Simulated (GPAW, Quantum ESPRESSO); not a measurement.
# Near-edge structure at the O K edge of Ti6O (P-31m), part 4 of 5

Do two independent programs agree on the O K edge of Ti6O (P-31m)? The same cell and functional are run with XSpectra and with GPAW.

Quantum ESPRESSO 7.5 and GPAW 26.7.0; core-hole supercells, plane-wave PAW LDA.

So far. Step 8 (Spectrum with XCH, O atom 7 (Quantum ESPRESSO)): The total-energy difference is 535.92 eV. One term is added: -8.83 eV, since the hole is spin-paired here and a spin-polarised one costs that much less in the free atom (computed apart). The photon energy is then 527.09 eV. The functional leaves an error in such absolute values: in the free atom LDA prices this hole 4.1 eV below PBE (computed apart), and PBE is itself good to a few eV.

## Step 11: Spectrum without a core hole, O atom 7 (GPAW)

Level of this step: X-ray absorption from dipole matrix elements to empty bands, plane-wave PAW LDA (GPAW).

This cheap baseline ignores the attraction of the hole: it shows the absorber's empty states as they are in the ground state. The data set with a hole of occupation 0 only carries the core orbital.

The input, xas.py:

```python
import numpy as np
from ase import Atoms
from ase.parallel import parprint, paropen
from gpaw import GPAW, PW, FermiDirac, Mixer, MixerDif, setup_paths
from gpaw.test import gen
setup_paths.insert(0, '.')
gen('O', name='nch1s', xcname='LDA', corehole=(1, 0, 0), write_xml=True)
from gpaw.mpi import world
world.barrier()

atoms = Atoms('Ti6O',
    cell=[[5.13, 0, 0],
     [-2.565, 4.44271032, 0],
     [0, 0, 4.74]],
    scaled_positions=[[0.333, 0.333, 0.75],
     [0.667, 0, 0.75],
     [0, 0.667, 0.75],
     [0.667, 0.667, 0.25],
     [0, 0.333, 0.25],
     [0.333, 0, 0.25],
     [0, 0, 0]],
    pbc=True)
atoms.calc = calc = GPAW(legacy_gpaw=True, mode=PW(500), xc='LDA', setups={6: 'nch1s'},
    kpts={'size': (8, 8, 7), 'gamma': True}, occupations=FermiDirac(0.1),
    charge=0, mixer=Mixer(0.1, 5, 50), maxiter=150,
    convergence={'density': 0.0001}, txt='scf.txt')
energy = atoms.get_potential_energy() + calc.get_reference_energy()
ef = calc.get_fermi_level()
out = dict(energy=energy, fermi=ef, forces=atoms.get_forces().tolist())
parprint(f'all-electron energy {energy:.4f} eV, Fermi level {ef:.4f} eV')
ev = np.array([[calc.get_eigenvalues(k, s) for k in range(len(calc.get_ibz_k_points()))] for s in range(calc.get_number_of_spins())])
out['homo'], out['lumo'], out['counts'] = ev[ev < ef].max(), ev[ev > ef].min(), sorted(set((ev < ef).sum((0, 2)).tolist()))
out['filled'] = (ev[:, 0] < ef).sum(1).tolist()

from ase.units import Ha
from gpaw.xas import dipole_matrix_elements
nb = int(calc.get_number_of_electrons() / 2) + 97
top, nb = nb, nb + 8 + nb // 12
nscf = calc.fixed_density(kpts={'size': (6, 6, 6), 'gamma': True}, nbands=nb,
    convergence={'bands': top, 'eigenstates': 1e-5}, maxiter=60, txt='nscf.txt')
cell = atoms.cell.array
ops = [cell.T @ U.T @ np.linalg.inv(cell.T) for U in nscf.wfs.kd.symmetry.op_scc]
E = np.arange(-25, 34, 0.1)
fwhm = np.interp(E, [4, 25], [0.9, 3.5])
Y, X, zero, highest = 0, 0, 1e9, 1e9
for spin in range(nscf.get_number_of_spins()):
    wfs = nscf.wfs
    A = dipole_matrix_elements(wfs.setups[6])
    eps = np.zeros((wfs.kd.nibzkpts, nb))
    d = np.zeros((3, A.shape[1], wfs.kd.nibzkpts, nb), complex)
    for kpt in wfs.kpt_u:
        if kpt.s == spin and 6 in kpt.P_ani:
            eps[kpt.k] = kpt.eps_n * Ha
            d[:, :, kpt.k] = (kpt.weight * wfs.nspins / 2) ** 0.5 * np.inner(A, kpt.P_ani[6])
    world.sum(eps)
    world.sum(d)
    T = np.einsum('amkn,bmkn->abkn', d, d.conj()).real
    T = sum(np.einsum('ai,ijkn,bj->abkn', R, T, R) for R in ops) / len(ops)
    empty = eps > ef
    zero, highest = min(zero, eps[empty].min()), min(highest, eps[:, top - 1].min())
    lines = [(eps, T, empty)] if spin == 0 else lines + [(eps, T, empty)]
for eps, T, empty in lines:
    f = np.einsum('aakn->akn', T).reshape(3, -1)
    x = eps.ravel() - zero
    w = np.interp(x, E, fwhm) / 2.35482
    g = np.exp(-0.5 * ((E[:, None] - x) / w) ** 2) / (w * (2 * np.pi) ** 0.5)
    Y = Y + (f * empty.ravel()) @ g.T
    X = X + (f * ~empty.ravel()) @ g.T
out.update(E=E.round(2).tolist(), xas=Y.tolist(), xes=X.tolist(), zero=zero, valid=highest - zero, nk=len(eps), nb=nb)
for i in range(0, len(E), 10):
    parprint(f'{E[i]:7.2f}', *(f'{v:10.3e}' for v in Y[:, i]))
import json
with paropen('out.json', 'w') as f:
    json.dump(out, f)
```

Started as:

```console
$ OMP_NUM_THREADS=1 mpirun -n 4 gpaw python xas.py
```

Numbers of over 12 decimals in the logs are rounded to 6 here.

The log of the run:

```text
Input parameters:
  convergence: {density: 0.0001}
  kpts: {gamma: True,
         size: (8, 8, 7)}
  maxiter: 150
  mixer: {backend: pulay,
          beta: 0.1,
          method: separate,
          nmaxold: 5,
          weight: 50}
  mode: {ecut: 500.0,
         name: pw}
  occupations: {fixmagmom: False,
                name: fermi-dirac,
                width: 0.1}
  setups: {6: nch1s}

Initialize ...

[...]
*p    :     0.662075
*d    :     0.000000
--------------------------------

Diagonalizing with gridspacing h=0.050

state   all-electron     PAW
-------------------------------
2s:      -0.872866    -0.873954
2p:      -0.337925    -0.341740
*d:                    0.050276
*f:                    0.077289
-------------------------------
all-electron energy -141127.6569 eV, Fermi level 8.4452 eV
[...]
32.00  6.683e-05  5.987e-05  5.666e-05
  33.00  6.873e-05  6.069e-05  6.098e-05
[key lines of the parts left out:]
Converged after 59 iterations.
Dipole moment: (0.000000, 0.000000, -0.000000) |e|*Ang
Free energy:    -56.163599
Fermi level: 8.44524
```

Wall time 7.1 min (4 MPI ranks of Arm Neoverse V1, shared host); peak memory 0.48 GiB; 29 min of CPU time.

The O K spectrum, O atom 7, no core hole (energy from the lowest empty level; intensity scaled to a mean of 1 over the first 20 eV; polarised curves are means over the symmetry-equivalent atoms):

```
E (eV)  isotropic  ε ⊥ c  ε ∥ c
  -2.0       0.00   0.00   0.00
  -1.0       0.00   0.00   0.00
   0.0       0.12   0.14   0.10
   1.0       0.60   0.65   0.52
   2.0       2.16   2.41   1.65
   3.0       2.09   1.96   2.36
   4.0       2.45   2.27   2.82
   5.0       1.71   1.79   1.56
   6.0       0.98   1.00   0.93
   7.0       0.53   0.58   0.43
   8.0       0.34   0.38   0.26
   9.0       0.49   0.50   0.47
  10.0       0.93   0.88   1.01
  11.0       1.22   1.02   1.62
  12.0       0.87   0.76   1.08
  13.0       0.65   0.70   0.57
  14.0       0.65   0.75   0.45
  15.0       0.73   0.87   0.44
  16.0       0.78   0.89   0.56
  17.0       0.79   0.83   0.71
  18.0       0.77   0.79   0.74
  19.0       0.70   0.72   0.68
  20.0       0.62   0.58   0.71
  21.0       0.62   0.50   0.87
  22.0       0.70   0.55   0.99
  23.0       0.77   0.68   0.96
  24.0       0.80   0.79   0.82
  25.0       0.79   0.83   0.70
  26.0       0.75   0.81   0.61
  27.0       0.69   0.76   0.55
  28.0       0.65   0.72   0.51
  29.0       0.64   0.69   0.53
  30.0       0.64   0.68   0.57
  31.0       0.65   0.68   0.60
  32.0       0.66   0.69   0.62
```

Main maxima below 24 eV (height): 2.3 eV (2.45), 3.7 eV (2.67), 10.9 eV (1.22) and 17.0 eV (0.79). 

The same matrix elements for filled bands give the O K emission of O atom 7 (ground-state approximation; energy from the lowest empty level, largest value 1):

```
E (eV)  emission
-24.00      0.00
-23.25      0.00
-22.50      0.00
-21.75      0.00
-21.00      0.00
-20.25      0.00
-19.50      0.00
-18.75      0.00
-18.00      0.00
-17.25      0.00
-16.50      0.00
-15.75      0.00
-15.00      0.00
-14.25      0.00
-13.50      0.00
-12.75      0.00
-12.00      0.00
-11.25      0.00
-10.50      0.00
 -9.75      0.00
 -9.00      0.00
 -8.25      0.02
 -7.50      0.66
 -6.75      0.61
 -6.00      0.01
 -5.25      0.00
 -4.50      0.01
 -3.75      0.01
 -3.00      0.02
 -2.25      0.03
 -1.50      0.04
 -0.75      0.02
  0.00      0.01
  0.75      0.00
  1.50      0.00
  2.25      0.00
  3.00      0.00
```

Emission maxima: -7.2 eV (1.00).

## Step 12: Supercell without a hole, the energy reference (GPAW)

Total energies of two programs can't be mixed, so the cell and mesh of GPAW's hole run get a reference energy of their own.

The input, scf.py:

```python
import numpy as np
from ase import Atoms
from ase.parallel import parprint, paropen
from gpaw import GPAW, PW, FermiDirac, Mixer, MixerDif, setup_paths
from gpaw.test import gen
setup_paths.insert(0, '.')
gen('O', name='nch1s', xcname='LDA', corehole=(1, 0, 0), write_xml=True)
from gpaw.mpi import world
world.barrier()

atoms = Atoms('Ti12O2',
    cell=[[2.565, -4.44271032, 0],
     [-2.565, -4.44271032, 0],
     [0, 0, -9.48]],
    scaled_positions=[[0, 0.667, 0.625],
     [0, 0.667, 0.125],
     [0.667, 0.333, 0.625],
     [0.667, 0.333, 0.125],
     [0.333, 0, 0.625],
     [0.333, 0, 0.125],
     [0, 0.333, 0.875],
     [0, 0.333, 0.375],
     [0.667, 0, 0.875],
     [0.667, 0, 0.375],
     [0.333, 0.667, 0.875],
     [0.333, 0.667, 0.375],
     [0, 0, 0],
     [0, 0, 0.5]],
    pbc=True)
atoms.calc = calc = GPAW(legacy_gpaw=True, mode=PW(500), xc='LDA', setups={12: 'nch1s'},
    kpts={'size': (5, 5, 3), 'gamma': True}, occupations=FermiDirac(0.1),
    charge=0, mixer=Mixer(0.1, 5, 50), maxiter=150,
    convergence={'density': 0.0001}, txt='scf.txt')
energy = atoms.get_potential_energy() + calc.get_reference_energy()
ef = calc.get_fermi_level()
out = dict(energy=energy, fermi=ef, forces=atoms.get_forces().tolist())
parprint(f'all-electron energy {energy:.4f} eV, Fermi level {ef:.4f} eV')
ev = np.array([[calc.get_eigenvalues(k, s) for k in range(len(calc.get_ibz_k_points()))] for s in range(calc.get_number_of_spins())])
out['homo'], out['lumo'], out['counts'] = ev[ev < ef].max(), ev[ev > ef].min(), sorted(set((ev < ef).sum((0, 2)).tolist()))
out['filled'] = (ev[:, 0] < ef).sum(1).tolist()
import json
with paropen('out.json', 'w') as f:
    json.dump(out, f)
```

Started as:

```console
$ OMP_NUM_THREADS=1 mpirun -n 4 gpaw python scf.py
```

The log of the run:

```text
Input parameters:
  convergence: {density: 0.0001}
  kpts: {gamma: True,
         size: (5, 5, 3)}
  maxiter: 150
  mixer: {backend: pulay,
          beta: 0.1,
          method: separate,
          nmaxold: 5,
          weight: 50}
  mode: {ecut: 500.0,
         name: pw}
  occupations: {fixmagmom: False,
                name: fermi-dirac,
                width: 0.1}
  setups: {12: nch1s}

Initialize ...

[...]
2s(2) :    -0.872866     1.079797
*s    :     0.127134
2p(4) :    -0.337925     0.876472
*p    :     0.662075
*d    :     0.000000
--------------------------------

Diagonalizing with gridspacing h=0.050

state   all-electron     PAW
-------------------------------
2s:      -0.872866    -0.873954
2p:      -0.337925    -0.341740
*d:                    0.050276
*f:                    0.077289
-------------------------------
all-electron energy -282255.3167 eV, Fermi level 8.4439 eV
[key lines of the parts left out:]
Converged after 23 iterations.
Dipole moment: (-0.000000, -0.000000, 0.000000) |e|*Ang
Free energy:   -112.326215
Fermi level: 8.44390
```

The job ended after 2.9 min (4 MPI ranks; peak memory 0.4 GiB).

Reference energy: -282255.317 eV with the cores included.

(Continued in part 5 of 5.)

[Banner, clock and machine lines of the logs are left out without a mark of their own.]

[Logs are printed without paths, hosts, clocks, repeated set-up lines and the standing remarks that a program may print on its own settings, such as how far it seeks lower states.]

[Hosts, paths, dates, database ids (printed as entryN), source tags and the programs' standing remarks are cut or masked in the printed files.]

[Lists of maxima count a maximum above −3 eV only where it reaches 4 % of the highest in the window and stands out from its surroundings by 2 % of it (1.5 % where it reaches 55 %); shoulders and weaker maxima are passed over, and of the rest the first, up to two pre-edge ones and the few strongest are named.]
